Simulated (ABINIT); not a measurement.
# Beyond one shot: AlGaN2 (P3m1), part 3 of 3

Aim: iterate the self-energy on AlGaN2 (P3m1) and follow the gap from cycle to cycle.

ABINIT 10.8.3; LDA and many-body steps on it, plane waves. Known limits of the many-body steps: not at the basis limit; exchange with frozen shells missing; no spin-orbit coupling; coarse k mesh.

So far. Step 10 (evGW, cycle 1): Against G0W0 in ABINIT (3×3×2 mesh, 41 bands, screening to 106.1 eV, Godby-Needs plasmon pole), the gap moves by +0.394 eV. Step 13 (evGW, cycle 2): Against the cycle before, the gap moves by +0.029 eV.

## (15) Screening, 3×3×2 mesh, 41 bands, screening to 106.1 eV

This step: RPA screening on LDA from quasiparticle energies, plane waves, norm-conserving pseudopotentials.

File run.abi:

```
acell 3*1.0 Angstrom
rprim 
  3.145282644058 -0.000000000015 0.000000000000
  -1.572641322016 2.723894671844 0.000000000000
  0.000000000000 0.000000000000 5.096893730000
ntypat 3
znucl 13 31 7
natom 4
typat 1 2 3 3
xred 
  0.000000000000 0.000000000000 0.999263770000
  0.666666666667 0.333333333333 0.497174210000
  0.666666666667 0.333333333333 0.111803640000
  0.000000000000 0.000000000000 0.628158390000
pp_dirpath "pseudos"
pseudos "Al.upf, Ga.upf, N.upf"
ecut 36
ngkpt 3 3 2
nshiftk 1
shiftk 0 0 0
kptopt 1
chksymbreak 0
istwfk *1
occopt 1
irdwfk 1
optdriver 3
nband 41
ecuteps 3.9
inclvkb 2
awtr 1
symchi 1
irdqps 1
gwcalctyp 10
nqptdm 5
qptdm 
  0.3333333333 0.0000000000 0.0000000000
  0.3333333333 0.3333333333 0.0000000000
  0.0000000000 0.0000000000 0.5000000000
  0.3333333333 0.0000000000 0.5000000000
  0.3333333333 0.3333333333 0.5000000000
indata_prefix "in"
outdata_prefix "out"
tmpdata_prefix "tmp"
```

File mrgscr.stdin:

```
2
merged
q0_SCR
out_SCR
1
```

Command:

```sh
OMP_NUM_THREADS=1 mpirun -n 4 abinit run.abi > log; mrgscr < mrgscr.stdin
```

Numbers of over 12 decimals in the logs are rounded to 6 here.

The log of the run:

```text
.Version 10.8.3 of ABINIT. v10.8.2 released Aug 2026.

 Symmetries : space group P3 m 1 (#156); Bravais hP (primitive hexag.)
[... echo of the input left out ...]
== DATASET  1 ==================================================================
-   mpi_nproc: 4, omp_nthreads: 1 (-1 if OMP is not activated)

--- !DatasetInfo
iteration_state: {dtset: 1, }
dimensions: {natom: 4, nkpt: 6, mband: 41, nsppol: 1, nspinor: 1, nspden: 1, mpw: 3066, }
cutoff_energies: {ecut:  36.0, pawecutdg:  -1.0, }
[...]
q-point number  1        q = ( 0.333333, 0.000000, 0.000000) [r.l.u.]
--------------------------------------------------------------------------------
[... chi0 elements left out ...]
  Average fulfillment of the sum rule on Im[epsilon] for q-point    2 :     46.91  [%]

--------------------------------------------------------------------------------
  q-point number  2        q = ( 0.333333, 0.333333, 0.000000) [r.l.u.]
--------------------------------------------------------------------------------
[... chi0 elements left out ...]
  Average fulfillment of the sum rule on Im[epsilon] for q-point    3 :     42.36  [%]

 [... 3 further q-points ...]
```

Elapsed: 3.5 s, on 4 MPI ranks of Arm Neoverse V2, shared host; peak memory 0.38 GiB; 13 s of CPU time.

Numbers from this step:

| Quantity | Value |
| --- | --- |
| plasma frequency | 28.65 eV |
| plane waves in the screening matrix | 111 |

This screening reads the quasiparticle levels of the cycle before.

## (16) evGW, cycle 3

This step: evGW on LDA, plane waves, norm-conserving pseudopotentials.

run.abi, as its differences from that of step 15:

```diff
@@ -25,12 +25,10 @@
 irdwfk 1
-optdriver 3
+optdriver 4
 nband 41
-ecuteps 3.9
-inclvkb 2
-awtr 1
-symchi 1
-irdqps 1
 gwcalctyp 10
-nqptdm 5
-qptdm 
+ecutsigx 36
+symsigma 1
+nkptgw 6
+kptgw 
+  0.0000000000 0.0000000000 0.0000000000
   0.3333333333 0.0000000000 0.0000000000
@@ -40,2 +38,13 @@
   0.3333333333 0.3333333333 0.5000000000
+bdgw 
+  8 19
+  8 19
+  8 19
+  8 19
+  8 19
+  8 19
+ecuteps 3.9
+irdscr 1
+ppmodel 1
+irdqps 1
 indata_prefix "in"
```

Command:

```sh
OMP_NUM_THREADS=1 mpirun -n 4 abinit run.abi > log
```

The log of the run:

```text
.Version 10.8.3 of ABINIT. v10.8.2 released Aug 2026.

 Symmetries : space group P3 m 1 (#156); Bravais hP (primitive hexag.)
[... echo of the input left out ...]
== DATASET  1 ==================================================================
-   mpi_nproc: 4, omp_nthreads: 1 (-1 if OMP is not activated)

--- !DatasetInfo
iteration_state: {dtset: 1, }
dimensions: {natom: 4, nkpt: 6, mband: 41, nsppol: 1, nspinor: 1, nspden: 1, mpw: 3066, }
cutoff_energies: {ecut:  36.0, pawecutdg:  -1.0, }
[...]
.  kptgw no:  4; Maximum DeltaE = (  -0.001   0.000) for band index:  1
.  kptgw no:  5; Maximum DeltaE = (   0.001   0.000) for band index:  2
.  kptgw no:  6; Maximum DeltaE = (   0.001   0.000) for band index:  2

== END DATASET(S) ==============================================================
================================================================================

 -outvars: echo values of variables after computation  --------
           etotal      0.0000000000E+00
            nband          41
             nkpt           6
          spgroup         156
 [... the other variables as echoed above ...]

 Calculation completed.
```

Elapsed: 8 s, on 4 MPI ranks; peak memory 0.66 GiB.

Numbers from this step:

```
quasiparticle gap on the mesh                         : 4.223 eV
gap of the density functional on the mesh             : 2.921 eV
k of the valence top                                  : 0, 0, 0
k of the conduction bottom                            : 0, 0, 0
least direct quasiparticle gap on the computed points : 4.223 eV
```

Against the cycle before, the gap moves by +0.002 eV.

## (17) The runs together

Times are wall times on 4 MPI ranks of Arm Neoverse V2, shared host, good to a factor of about two. A run's time includes the screening step that it read.

```
           run   mesh  bands  screening cutoff (eV)  DFT gap (eV)  gap on the mesh (eV)  direct (eV)  ε∞ used   time
          G0W0  3×3×2     41                  106.1         2.921                 3.798        3.798     6.46  7.1 s
evGW0, cycle 1  3×3×2     41                  106.1         2.921                 3.980        3.980     6.46   12 s
evGW0, cycle 2  3×3×2     41                  106.1         2.921                 3.946        3.946     6.46   12 s
evGW0, cycle 3  3×3×2     41                  106.1         2.921                 3.940        3.940     6.46   12 s
 evGW, cycle 1  3×3×2     41                  106.1         2.921                 4.192        4.192     5.50   15 s
 evGW, cycle 2  3×3×2     41                  106.1         2.921                 4.221        4.221     5.36   15 s
 evGW, cycle 3  3×3×2     41                  106.1         2.921                 4.223        4.223     5.34   15 s
```

## (18) What came out

* G0W0: 3.798 eV
* evGW0, cycle 1: 3.980 eV
* evGW0, cycle 2: 3.946 eV
* evGW0, cycle 3: 3.940 eV
* evGW, cycle 1: 4.192 eV
* evGW, cycle 2: 4.221 eV
* evGW, cycle 3: 4.223 eV
* known limits: not at the basis limit; exchange with frozen shells missing; no spin-orbit coupling; coarse k mesh

Only the bands that the input lists are updated; the others, empty or deep, keep the functional's energies or take a rigid shift. The evGW loop starts from the last levels of evGW0, so its cycles and time come on top of those. evGW0 ends at 3.94 eV, +0.14 eV from G0W0, after 3 cycles that took 24 s beside the first screening; the last moved the gap by 0.006 eV. evGW ends at 4.22 eV, +0.43 eV from G0W0, after 3 cycles that took 44 s beside the first screening; the last moved the gap by 0.002 eV. The first cycle of evGW0 takes the full correction, without the factor Z, so it overshoots the one-shot value. Bands and cutoff are finite, so the gap is not at the basis limit. The miss can reach some tenths of an eV and take either sign; the mesh is an error of its own. The 3×3×2 mesh is coarse for this cell, which bears on the long-range parts of exchange and screening. The norm-conserving file of at least one element keeps a d shell over frozen s and p shells of the same row. Exchange with those shells is missing from the self-energy, an error of 0.3 to 0.9 eV in cases checked, whose sign depends on which edge lies on those atoms. In the updated screening the q = 0 part is built from Kohn-Sham bands under a rigid shift, the other q from the quasiparticle levels. The many-body steps are scalar-relativistic: spin-orbit coupling is not in them.

[Paths, hosts, dates, memory and timing lines, banners, echoed tables and standing remarks are left out of the program output.]

[Logs are printed without paths, hosts, clocks, repeated set-up lines and the standing remarks that a program may print on its own settings, such as how far it seeks lower states.]

[Runs of the session that timed out or met a known fault of the program may be left out.]

[Hosts, paths, dates, database ids (printed as entryN), source tags and the programs' standing remarks are cut or masked in the printed files.]

[G0W0 gaps are taken among the corrected bands and points alone; a level outside them can change the order at an edge.]

[Where Ansatz stands beside ABINIT at settings called matched, ABINIT's density can come from a denser mesh and the files from another edition; pairs whose starting gaps differed by over 0.03 eV were left out, so agreement reads better than it is.]
